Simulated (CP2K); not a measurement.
Consider 5-acetylpyrimidine at its PBE geometry (Å).

```xyz
15

C    -2.3429   -0.6068    0.0829
C    -1.3647    0.4055   -0.4699
O    -1.7463    1.3453   -1.1658
C     0.0958    0.2509   -0.1592
C     1.0118    1.1905   -0.6597
N     2.3282    1.1197   -0.4243
C     2.7251    0.0788    0.3317
N     1.9554   -0.8808    0.8701
C     0.6408   -0.7824    0.6140
H    -2.3079   -0.6294    1.1820
H    -2.1006   -1.6199   -0.2703
H    -3.3516   -0.3377   -0.2449
H     0.6484    2.0221   -1.2669
H     3.7973    0.0075    0.5313
H     0.0113   -1.5631    1.0490
```

Method: CP2K XAS_TDP, all-electron GAPW, PBEh(45%), aug-cc-pVDZ, TDA, no relativity.

**Question.** Where do the O K-edge lines lie, and how strong are they?

Leading lines: O3 526.16 eV. The leading line of an atom is its first one with 35 % of the strongest within 2.5 eV of its lowest line over the strength cut. 

The first six lines of each atom with a strength over 0.0015:

| atom | energy (eV) | states | strength, one atom |
| --- | --- | --- | --- |
| O3 (bonded to C) | 526.16 | 1 | 0.0416 |
|  | 531.53 | 1 | 0.0026 |
|  | 534.22 | 1 | 0.0023 |
|  | 534.70 | 1 | 0.0017 |
|  | 534.93 | 1 | 0.0038 |
|  | 535.00 | 1 | 0.0050 |

Lines are vertical, at one geometry, with no vibrational structure. Without a correction of the core level, line positions, and the gaps between valence and Rydberg lines, follow the share of exact exchange. At this level such K lines come out 3 to 6 eV under measured ones. These values hold no scalar relativity, about 0.4 eV for O 1s. Rydberg lines, and the discretised continuum above threshold, depend on the basis and the box.

[Banner, clock and machine lines of the logs are left out without a mark of their own.]

[Logs are printed without paths, hosts, clocks, repeated set-up lines and the standing remarks that a program may print on its own settings, such as how far it seeks lower states.]

[Hosts, paths, dates, database ids (printed as entryN), source tags and the programs' standing remarks are cut or masked in the printed files.]
